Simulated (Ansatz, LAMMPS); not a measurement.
# Ionic liquid triethylsulfonium TFSI- with water, from a frame at 300 K (120 atoms): geometry optimisation, part 4 of 4

Aim: bring ionic liquid triethylsulfonium TFSI- with water, from a frame at 300 K (120 atoms) to a nearby minimum of the energy and see what moves.

Ansatz 0.2.0; Kohn-Sham DFT, PBE+D4, PAW (set soft_2), plane waves.

The cell: 24 C, 9 S, 51 H, 3 N, 15 O and 18 F. The network of contacts between molecules at the start is that of the classical potential that made the cell. Sampling is at Γ alone, for a cell whose shortest periodic width is 11 Å.

So far, density (g/cm³): step 5 (local order after relaxation) 1.50.

## 6. Single point at the relaxed geometry (continued)

The surroundings of N67, one of the 3 N atoms, nearest first, numbered as they follow in the input and with coordinates relative to it.

```
atom      x      y      z  distance (Å)  bonds  Löwdin charge (e)
 N67   0.00   0.00   0.00          0.00      2              -0.89
 S68   1.57  -0.20  -0.21          1.59      4               2.17
 S75  -0.68   0.31   1.41          1.60      4               2.16
 O77  -2.03   0.77   1.14          2.45      1              -0.72
 O69   1.77  -0.82  -1.50          2.46      1              -0.74
 O70   2.32  -0.69   0.93          2.60      1              -0.73
 O76   0.12   1.06   2.37          2.60      1              -0.74
 C71   2.22   1.56  -0.44          2.74      4               0.65
 C78  -0.94  -1.39   2.19          2.76      4               0.68
 F81  -1.30  -2.28   1.25          2.91      1              -0.21
 F73   1.38   2.30  -1.21          2.94      1              -0.22
 H65  -0.86   3.08   0.21          3.21      1               0.20
 H16   0.48   0.59  -3.13          3.22      1               0.20
 F72   2.36   2.17   0.74          3.30      1              -0.21
 F79   0.20  -1.83   2.77          3.32      1              -0.21
```

The column of bonds counts only the pairs H-C within 1.34 Å, H-O within 1.21 Å, C-C within 1.85 Å, C-F within 1.62 Å, C-S within 2.21 Å, O-S within 1.88 Å, S-N within 2.02 Å; other neighbours, such as metal atoms beside each other in a compound, aren't counted, and periodic images can show an atom twice.

## 7. Other settings

Changed here: scf.convergence.dr2_threshold = 1e-05 and scf.initial_density.chi_scale = 0.3.

input.yaml

```yaml
crystal:
  lattice:
    - [11.4726, 0.0, 0.0]
    - [0.0, 11.4726, 0.0]
    - [0.0, 0.0, 11.4726]
  atoms:
    [... the 120 atom lines of step 3 ...]
kpoints:
  mp_grid: { grid: [1, 1, 1] }
hamiltonian:
  xc: pbe
  dispersion: d4
scf:
  occupations: { method: fixed }
  initial_density: { chi_scale: 0.3 }
  convergence: { dr2_threshold: 1.0e-05 }
output:
  forces: true
  stress: true
  populations: intrinsic
  dos:
    method: { smearing: { sigma: 0.08 } }
    de: 0.1
    projected: { site_lists: { C: [C], F: [F], H: [H], "N": ["N"], O: [O] } }
  eigenvalues: true
```

On the command line:

```
$ ansatz run input.yaml --threads 4 --pin off --max-ram 8192MiB --backend cpu --events-out ev --progress --plain --runs-dir out
```

Numbers of over 12 decimals in the logs are rounded to 6 here.

The log of the run:

```text
Warning: scf.convergence.dr2_threshold = 1e-5 eV is looser than this run's default, which is 1e-7 eV or tighter. The error in the forces grows as the threshold's square root, so leave the key out unless less accurate forces are enough
Warning: output.stress: scf.convergence.dr2_threshold = 1e-5 eV is looser than the 1.08e-8 eV advised for a printed stress (1e-10 eV for each atom of the cell: 120, of which 108 are counted). What an SCF threshold leaves in a stress goes as its square root, and in the free energy as the threshold itself, and one threshold admits the most on a small cell: [...]
[...]
Crystal: 120 atoms, lattice volume = 1510.030 Å³
Basis set: ecut = 420 eV, 29423 PW (Γ), exchange–correlation on 160×160×160 points (8 copies of the dense FFT grid, shifted against one another)
Bands: 336, of which v1, the nominal top of the filled ones, is band 216 counted from 1 (215 counted from 0)
Symmetry: 1 space group operations
[...]
k-points: 1
[...]
SCF iter   1: F=—  HF=-39738.575601 eV  |F-HF|=—  |Δ(HF+E_count)|=         —  Δρ=4.09e-1  dr2=5.28e3  ethr=3.10e-3  ⟨swp⟩=6.0  Hψ=1506  notcnv=0  defer=117
[...]
SCF iter  14: F=-39150.770341 eV  HF=-39150.770343 eV  |F-HF|=1.51e-6  |Δ(HF+E_count)|=   3.09e-6  Δρ=1.37e-5  dr2=2.56e-6  ethr=2.31e-9  ⟨swp⟩=26.0  Hψ=3157  notcnv=0
SCF 1 converged in 14 iterations: F = -39150.770341 eV  dr2 = 2.56e-6
[...]
SCF converged after 14 iterations
Free energy (F): -39150.770341 eV
[...]
Internal energy: -39150.770341 eV  (E = F + TS)
E sigma→0 (E₀):  -39150.770341 eV
Fermi energy:    -0.131088 eV
[...]
--- Forces (eV/Å), atoms counted from 1 ---
  atom   1  C     -0.99456251     1.66311472     0.08964951
  atom   2  C      2.65220574    -1.15112641    -1.94023016
  atom   3  S     -2.50920820     1.31205224    -1.47817500
  atom   4  C     -0.62769192     1.76862468     0.64041035
  atom   5  C      1.44372289     1.13225079    -0.03076403
  atom   6  C      0.07936527    -2.53383430     0.57414823
  atom   7  C      1.06593617    -0.02485264    -1.05058087
  atom   8  H      0.12508403    -0.27258936    -0.31737518
  atom   9  H      0.20464477     0.48086632     0.66455823
  atom  10  H      0.46183843    -1.12902363    -0.43840759
  atom  11  H     -0.94949589     1.41373510     2.67830354
  atom  12  H     -0.12545132    -0.35417982    -0.37045158
  atom  13  H      0.78963535    -0.50464584     0.36159017
  atom  14  H     -0.63168531    -2.24189623    -0.13706110
[...]
atom 119  H      0.34321967     1.00212826     0.63717022
  atom 120  H     -0.43785239    -1.13251277     0.03014108
  max |Σ_I F_I| component: 2.74e-4 eV/Å
--- Stress (GPa, compression-positive) ---
        0.562525       1.044512      -1.472776
        1.044512       1.779099       0.418775
       -1.472777       0.418775       1.976012
  P = ⅓ Tr σ = 1.4392 GPa (14.392 kbar)
--- Band table (eV) ---
[...]
--- intrinsic populations: 120 sites ---
  site symbol       q [e]
     0      C      4.5195
     1      C      4.4280
     2      S      5.2682
[...]
119      H      0.6089
  spilling = 0.000000 (of n_electrons = 432.000000)
```

It took 40 s on 4 threads of AMD EPYC 7R43, shared host; peak memory 1.8 GiB.

The program notes that the SCF threshold is loose for forces and the SCF threshold is loose for the stress.

Forces differ from those of the single point at the start by 0.17 meV/Å r.m.s., 0.017 % of their size. It took 1.7 times the reference's time (shared host, so rough).

## 8. Summary of results

```yaml
energy_change_in_the_relaxation: -71.17 meV/atom
r_m_s_displacement: 1.409 Å
largest_displacement: 3.084 Å
free_energy_per_atom: -326.3276 eV/atom
pressure: -0.01248 GPa
r_m_s_force_component: 0.00657 eV/Å
spacing_of_highest_filled_and_lowest_empty_level: 4.798 eV
wall_time_of_the_4_dft_runs: 23 min
```

What this shows: Relaxation lowers the energy by 71.2 meV/atom and moves atoms by 1.4 Å r.m.s.; the r.m.s. force component goes from 1.0 to 0.0066 eV/Å, the pressure goes from 1.4 to -0.012 GPa, and the gap from 2.99 to 4.80 eV. Displacements are taken in the final cell, so they leave out its strain. By the final cutoffs no bond was broken or made. The cell shrank by 8.3 % in volume. First to last step the energy falls by 8.540 eV, across changes of basis; the largest move, 3.08 Å, is that of F74. The H-O bonds change most in mean length: from 1.000 Å (spread 0.000) to 0.977 Å (spread 0.004). Counting bonds as in the table, all C atoms have 4, all F atoms have 1, all H atoms have 1 and all N atoms have 2 bonded neighbours. The highest filled and lowest empty levels differ by 4.80 eV (at Γ alone); a semilocal functional tends to put such gaps too low. In a disordered cell it changes from sample to sample and from frame to frame.

What to keep in mind: The network of contacts between molecules at the start is that of the classical potential that made the cell; in DFT atoms moved by 1.4 Å r.m.s.

[Logs are printed without paths, hosts, clocks, repeated set-up lines and the standing remarks that a program may print on its own settings, such as how far it seeks lower states.]

[Hosts, paths, dates, database ids (printed as entryN), source tags and the programs' standing remarks are cut or masked in the printed files.]
